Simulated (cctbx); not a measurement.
## Resonant diffraction in DyP3N2

Space group P2_1/m (no. 11), a = 4.7790 Å, b = 8.9060 Å, c = 5.0720 Å, α = 90.00°, β = 101.95°, γ = 90.00°.

```csv
atom,mult.,x,y,z,Ueq (Å²)
Dy1,2,0.9903,1/4,0.6466,0.0151
P1,4,0.6050,0.9053,0.9679,0.0231
P2,2,0.7174,1/4,0.1172,0.0223
N1,4,0.7115,0.9742,0.5844,0.0283
```

This is a model crystal, built by substitution and not relaxed, with assumed displacement parameters.

Calculated with cctbx: free-atom f′ and f″ from the Sasaki tables, no fine structure; amplitudes in electrons.

| E (eV) | F 1 1 0 | F 0 1 2 | F 1 2 0 | F 1 1 1 |
| --- | --- | --- | --- | --- |
| 7190 | 10.0 | 109.2 | 110.0 | 81.4 |
| 7540 | 9.7 | 105.7 | 106.2 | 78.6 |
| 7670 | 9.5 | 102.7 | 103.1 | 76.2 |
| 7730 | 9.4 | 100.1 | 100.3 | 74.2 |
| 7760 | 9.2 | 97.4 | 97.4 | 72.0 |
| 7775 | 9.0 | 94.7 | 94.6 | 69.9 |
| 7782 | 8.9 | 92.4 | 92.1 | 68.0 |
| 7786 | 8.7 | 89.9 | 89.4 | 66.0 |
| 7794 | 8.7 | 90.7 | 90.3 | 66.7 |
| 7798 | 8.9 | 93.7 | 93.5 | 69.1 |
| 7805 | 9.1 | 96.3 | 96.3 | 71.2 |
| 7820 | 9.3 | 99.1 | 99.3 | 73.4 |
| 7850 | 9.5 | 101.9 | 102.2 | 75.6 |
| 7940 | 9.7 | 105.3 | 105.9 | 78.4 |
| 8190 | 9.9 | 108.1 | 108.9 | 80.6 |

**Question.** Which edge is crossed, and why do the reflections move as they do?

The L3 edge of Dy. The edge is at 7790 eV. f′ of Dy falls from -11.9 e at 7670 eV to -19.0 e at 4 eV below it, and f″ steps from 3.68 to 10.57 e across it. Over that approach |F| changes by -8 % (1 1 0), -12 % (0 1 2), -13 % (1 2 0) and -13 % (1 1 1): a reflection falls where Dy scatters in phase with the total and rises where it scatters against it; it hardly moves where the Dy term is small or cancels by symmetry. Above the edge the larger f″ enters the imaginary part, where it can add to or cancel the other atoms' f″. The structure is centrosymmetric, so Friedel mates stay equal.

[Logs are printed without paths, hosts, clocks, repeated set-up lines and the standing remarks that a program may print on its own settings, such as how far it seeks lower states.]
